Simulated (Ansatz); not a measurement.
# Stack of 1T-HfS2 under 1T-MnSeTe, unshifted in a perpendicular field, part 3 of 3

Wanted: the out-of-plane response of the stack of 1T-HfS2 under 1T-MnSeTe, unshifted. A positive field points along +c.

Ansatz 0.2.0; plane-wave DFT, PBE-D3(BJ), Ansatz PAW.

So far. Step 6 (Single point, field 0.5 V/Å): The dipole is 0.350 e·Å, 0.346 e·Å from its value without field. Step 7 (Atoms held, field -0.3 V/Å): The dipole is -0.204 e·Å, -0.208 e·Å from its value without field.

### Step 8. Response, atoms held

This step: plane-wave DFT, PBE-D3(BJ), Ansatz PAW; response to a field along the normal, atoms held (Ansatz 0.2.0).

The dipoles give the slope, and the difference of two potentials shows where the field is screened.

This step gave:

```yaml
equivalent_conductor_thickness_p_eps_0ae: 11.08 Å
distance_between_the_outer_atoms: 9.089 Å
```

The dipole of the cell by applied field:

```
applied field (V/Å)  dipole of the cell (e·Å)
             -0.300                    -0.204
             -0.100                   -0.0653
              0.000                   0.00393
              0.100                    0.0731
              0.500                     0.350
```

Total moment against applied field:

```
applied field (V/Å)  total moment (μB)
             -0.300               2.94
             -0.100               2.93
              0.000               2.93
              0.100               2.93
              0.500               2.91
```

Local field over the applied field, running mean. From the potentials at -0.1 and 0.1 V/Å; running mean over 2.5 Å. Local field over applied field against z:

```
z (Å)  local field over applied field
    5                           0.998
    6                           0.978
    7                           0.845
    8                           0.522
    9                           0.189
   10                          0.0532
   11                          0.0244
   12                          0.0160
   13                          0.0114
   14                          0.0156
   15                         0.00917
   16                         0.00728
   17                          0.0127
   18                           0.114
   19                           0.420
   20                           0.765
   21                           0.955
   22                           0.994
```

Electrons, planar mean, per unit field. Induced electron density against z:

```
z (Å)  induced electron density (e/Å³ per V/Å)
  4.5                                   2.5e-6
  5.0                                   8.8e-6
  5.5                                   2.9e-5
  6.0                                   9.6e-5
  6.5                                   2.9e-4
  7.0                                   8.4e-4
  7.5                                  0.00208
  8.0                                  0.00361
  8.5                                  0.00259
  9.0                                   6.9e-4
  9.5                                   7.8e-4
 10.0                                  -4.6e-4
 10.5                                  -2.2e-4
 11.0                                   3.7e-4
 11.5                                   4.4e-4
 12.0                                  -2.5e-5
 12.5                                  -2.6e-4
 13.0                                  -1.4e-4
 13.5                                   1.0e-4
 14.0                                   1.7e-4
 14.5                                  -3.3e-5
 15.0                                  -6.9e-5
 15.5                                   1.0e-4
 16.0                                  -7.7e-5
 16.5                                   6.9e-5
 17.0                                   2.5e-4
 17.5                                  -4.6e-4
 18.0                                  -6.8e-4
 18.5                                 -0.00152
 19.0                                 -0.00346
 19.5                                 -0.00283
 20.0                                 -0.00140
 20.5                                  -5.7e-4
 21.0                                  -2.2e-4
 21.5                                  -7.9e-5
 22.0                                  -2.7e-5
 22.5                                  -9.1e-6
```

By hand: between -0.1 and 0.1 V/Å the dipole changes by 0.1384 e·Å, a slope of 0.6921 e·Å²/V. A perfect conductor of thickness t has p = ε₀AEt, so t = 180.95 × 0.6921 / 11.307 = 11.08 Å (e/ε₀ = 180.95 V·Å, A in Å²).

The induced dipole is that of a conductor 11.08 Å thick.

### Step 9. Varying the input

This step: plane-wave DFT, PBE-D3(BJ), Ansatz PAW (Ansatz 0.2.0).

A run with a changed input: it repeats the earlier run at 0.1 V/Å with efield.dipole_correction from true to false.

input.yaml reads:

```yaml
crystal:
  lattice:
    - [3.6133631424, 0.0, 0.0]
    - [-1.8066815712, 3.1292642745, 0.0]
    - [0.0, 0.0, 27.0892881278]
  atoms:
    - { symbol: S, position: [0.6666666667, 0.3333333333, 0.3322346441] }
    - { symbol: Hf, position: [0.0, 0.0, 0.3858735458] }
    - { symbol: S, position: [0.3333333333, 0.6666666667, 0.440099545] }
    - { symbol: Te, position: [0.6666666667, 0.3333333333, 0.5537745825], spin: -0.11 }
    - { symbol: Mn, position: [0.0, 0.0, 0.6177615762], spin: 2.96 }
    - { symbol: Se, position: [0.3333333333, 0.6666666667, 0.6677653559], spin: -0.07 }
magnetization:
  spin_polarized: true
kpoints:
  mp_grid: { grid: [18, 18, 1] }
  band_path:
    path: [[0, 0, 0], [0.5, 0, 0], [0.33333333, 0.33333333, 0], [0, 0, 0]]
    npoints: 16
hamiltonian:
  xc: pbe
  dispersion: d3bj
scf:
  occupations: { method: fermi_dirac, width: 0.05 }
  convergence: { dr2_threshold: 1.0e-10 }
efield:
  axis: 3
  dipole_correction: false
  ramp_position: 0.97
  ramp_width: 0.06
  amplitude: 0.1
output:
  write_potential: true
  write_density: true
  volumetric_format: npy
```

Launch:

```sh
$ ansatz run input.yaml --threads 4 --pin off --max-ram 6144MiB --backend cpu --events-out ev --progress --plain --runs-dir out
```

Numbers of over 12 decimals in the logs are rounded to 6 here.

The program printed:

```text
[...]
Crystal: 6 atoms, lattice volume = 306.303 Å³
Basis set: ecut = 420 eV, 5923 PW (Γ)
Bands: 53, of which v1, the nominal top of the filled ones, is band 43 counted from 1 (42 counted from 0)
Symmetry: 6 space group operations
k-points: 37 of 324 (time reversal used)
[...]
Starting moments: Σ|m| = 3.14 μB on 3 of 6 sites
[...]
SCF iter   1: F=—  HF=-33881.478439 eV  |F-HF|=—  |Δ(HF+E_count)|=         —  Δρ=1.71e-2 (↑1.54e-2 ↓1.71e-2)  dr2=7.38e0  dr2_m=2.54e-1  M=2.764 μB ∫|m|=3.565 μB  β_m=0.30  ethr=3.10e-3  p=-0.000 e·Å  V_vac-E_F(+/−)=6.81/4.35 eV  ⟨swp⟩=9.1  Hψ=16635  notcnv=0  defer=22
[...]
SCF iter  13: F=-33880.997618 eV  HF=-33880.997618 eV  |F-HF|=0.00e0  |Δ(HF+E_count)|=  3.42e-10  Δρ=9.96e-8 (↑6.88e-8 ↓9.96e-8)  dr2=4.94e-11  dr2_m=1.01e-11  M=2.923 μB ∫|m|=3.500 μB  ethr=1.00e-12  p=0.124 e·Å  V_vac-E_F(+/−)=6.20/3.91 eV  ⟨swp⟩=13.1  Hψ=17251  notcnv=0
[...]
SCF 1 converged in 13 iterations: F = -33880.997618 eV  dr2 = 4.94e-11
[...]
SCF converged after 13 iterations
Magnetization: 2.9235 μB (43.9617 up, 41.0383 down)
Absolute magnetization: 3.4977 μB (∫|ρ↑−ρ↓|, with the PAW one-centre terms)
[...]
Per-site moments (μB) at R_I (Å): [(-0.000239884, 1.048712), (0.00197916, 1.048712), (-0.00175868, 1.052476), (-0.104482, 1.118832), (2.964840, 1.026038), (-0.063070, 1.026038)]
Free energy (F): -33880.997618 eV
[...]
Internal energy: -33880.979034 eV  (E = F + TS)
E sigma→0 (E₀):  -33880.988326 eV
Entropy (-TS):   -0.018583 eV (-3.097 meV/atom)
Fermi energy:    1.775367 eV
Dipole field:    D = 0.073093 V/Å  (p = 0.123727 e·Å, saw-weighted)
Work function:   not extracted (applied field tilts the vacuum); planar V_es + V_field profile in the machine report
[...]
--- Band table (eV; the first three rows and the last of 74) ---
  k-point 0 ↑: bands = [... 39 lower, 0.5203, 0.5203, 0.8326, 2.3244, 2.3244, 2.6421, 2.6421, 3.3486, ... 6 higher]
  k-point 1 ↑: bands = [... 39 lower, 0.2699, 0.4246, 0.8725, 2.1287, 2.2788, 2.6651, 2.7606, 3.4186, ... 6 higher]
  k-point 2 ↑: bands = [... 39 lower, -0.0642, 0.1986, 0.9465, 1.6668, 2.1412, 2.6226, 2.9455, 3.0515, ... 6 higher]
  k-point 36 ↓: bands = [... 39 lower, -0.5104, -0.4577, 2.5340, 2.6611, 2.7080, 3.1972, 3.4075, 3.7068, ... 6 higher]
```

Elapsed: 62 s, on 4 threads of Arm Neoverse V2, shared host; peak memory 1.6 GiB; 4.1 min of CPU time.

```
                     quantity  this run  earlier run  difference
dipole along the normal (e·Å)    0.1237      0.07314       0.051
            total moment (μB)     2.923        2.926     -0.0026
```

With the dipole correction off, the periodic images add a field of their own to the typed one.

What moves beyond 0.01 in its unit (for the dipole 0.5 % and 5e-5 e·Å): dipole along the normal (+0.0506 e·Å).

These numbers are not those of the isolated slab.

### Step 10. A changed input

Another changed input: it repeats the earlier run at 0.1 V/Å with efield.amplitude from 0.1 to 0.3 and efield.dipole_correction from true to false.

input.yaml, as its differences from that of step 9:

```diff
@@ -30,3 +30,3 @@
   ramp_width: 0.06
-  amplitude: 0.1
+  amplitude: 0.3
 output:
```

The program printed:

```text
[...]
Crystal: 6 atoms, lattice volume = 306.303 Å³
Basis set: ecut = 420 eV, 5923 PW (Γ)
Bands: 53, of which v1, the nominal top of the filled ones, is band 43 counted from 1 (42 counted from 0)
Symmetry: 6 space group operations
k-points: 37 of 324 (time reversal used)
[...]
Starting moments: Σ|m| = 3.14 μB on 3 of 6 sites
[...]
SCF iter   1: F=—  HF=-33882.747103 eV  |F-HF|=—  |Δ(HF+E_count)|=         —  Δρ=1.81e-2 (↑1.54e-2 ↓1.81e-2)  dr2=3.13e1  dr2_m=2.10e-1  M=2.483 μB ∫|m|=3.693 μB  β_m=0.30  ethr=3.10e-3  p=-0.000 e·Å  V_vac-E_F(+/−)=9.40/2.52 eV  ⟨swp⟩=9.7  Hψ=16811  notcnv=0  defer=7
[...]
SCF iter  15: F=-33881.045795 eV  HF=-33881.045795 eV  |F-HF|=2.91e-11  |Δ(HF+E_count)|=  1.46e-11  Δρ=4.04e-8 (↑2.28e-8 ↓4.04e-8)  dr2=2.57e-11  dr2_m=7.67e-13  M=2.912 μB ∫|m|=3.495 μB  ethr=1.00e-12  p=0.358 e·Å  V_vac-E_F(+/−)=8.38/2.37 eV  ⟨swp⟩=14.7  Hψ=15464  notcnv=0
[...]
SCF 1 converged in 15 iterations: F = -33881.045795 eV  dr2 = 2.57e-11
[...]
SCF converged after 15 iterations
Magnetization: 2.9118 μB (43.9559 up, 41.0441 down)
Absolute magnetization: 3.4930 μB (∫|ρ↑−ρ↓|, with the PAW one-centre terms)
[...]
Per-site moments (μB) at R_I (Å): [(-0.000138091, 1.048712), (0.00236168, 1.048712), (-0.00172363, 1.052476), (-0.103314, 1.118832), (2.957787, 1.026038), (-0.066463, 1.026038)]
Free energy (F): -33881.045795 eV
[...]
Internal energy: -33881.026858 eV  (E = F + TS)
E sigma→0 (E₀):  -33881.036326 eV
Entropy (-TS):   -0.018937 eV (-3.156 meV/atom)
Fermi energy:    1.797793 eV
Dipole field:    D = 0.211555 V/Å  (p = 0.358108 e·Å, saw-weighted)
Work function:   not extracted (applied field tilts the vacuum); planar V_es + V_field profile in the machine report
[...]
--- Band table (eV; the first three rows and the last of 74) ---
  k-point 0 ↑: bands = [... 39 lower, 0.5129, 0.5129, 0.8819, 2.3603, 2.3603, 2.6459, 2.6459, 3.3365, ... 6 higher]
  k-point 1 ↑: bands = [... 39 lower, 0.2638, 0.4176, 0.9196, 2.1657, 2.3146, 2.6679, 2.7639, 3.4067, ... 6 higher]
  k-point 2 ↑: bands = [... 39 lower, -0.0570, 0.1922, 0.9889, 1.7066, 2.1763, 2.6235, 2.9753, 3.0542, ... 6 higher]
  k-point 36 ↓: bands = [... 39 lower, -0.4876, -0.4104, 2.5566, 2.6827, 2.7300, 3.2225, 3.4099, 3.7356, ... 6 higher]
```

Wall time 67 s (4 threads); peak memory 1.6 GiB; 4.4 min of CPU time.

```
                     quantity  this run  earlier run  difference
dipole along the normal (e·Å)    0.3581      0.07314        0.28
            total moment (μB)     2.912        2.926      -0.014
```

The applied field differs, and the slope found earlier predicts a dipole of 0.212 e·Å; this run gives 0.358 e·Å, 0.15 e·Å more.

With the dipole correction off, the periodic images add a field of their own to the typed one.

These numbers are not those of the isolated slab.

### Step 11. What came out

```json
{"gap without field": "none", "work function, upper face": "5.10 eV", "step between the vacuum levels": "-0.0629 eV", "equivalent conductor thickness, atoms held": "11.1 Å"}
```

The induced dipole equals that of a perfect conductor 11.08 Å thick, while the outer atoms lie 9.09 Å apart. The two faces differ: the vacuum level above lies 0.06 eV lower than the one below. There is no gap over 0.03 eV, with or without the field. For an open d or f shell that can be the fault of a semilocal functional without a Hubbard term. The magnetic order is the one reached from the typed start; other orders were not compared. Spin-orbit coupling is left out, which matters for the bands of elements this heavy.

[Logs are printed without paths, hosts, clocks, repeated set-up lines and the standing remarks that a program may print on its own settings, such as how far it seeks lower states.]

[Hosts, paths, dates, database ids (printed as entryN), source tags and the programs' standing remarks are cut or masked in the printed files.]

[Maps of the electrostatic potential energy from Ansatz leave out the sawtooth potential of an applied field or a dipole correction, so their vacuum need not be flat; planar profiles and work functions include it.]
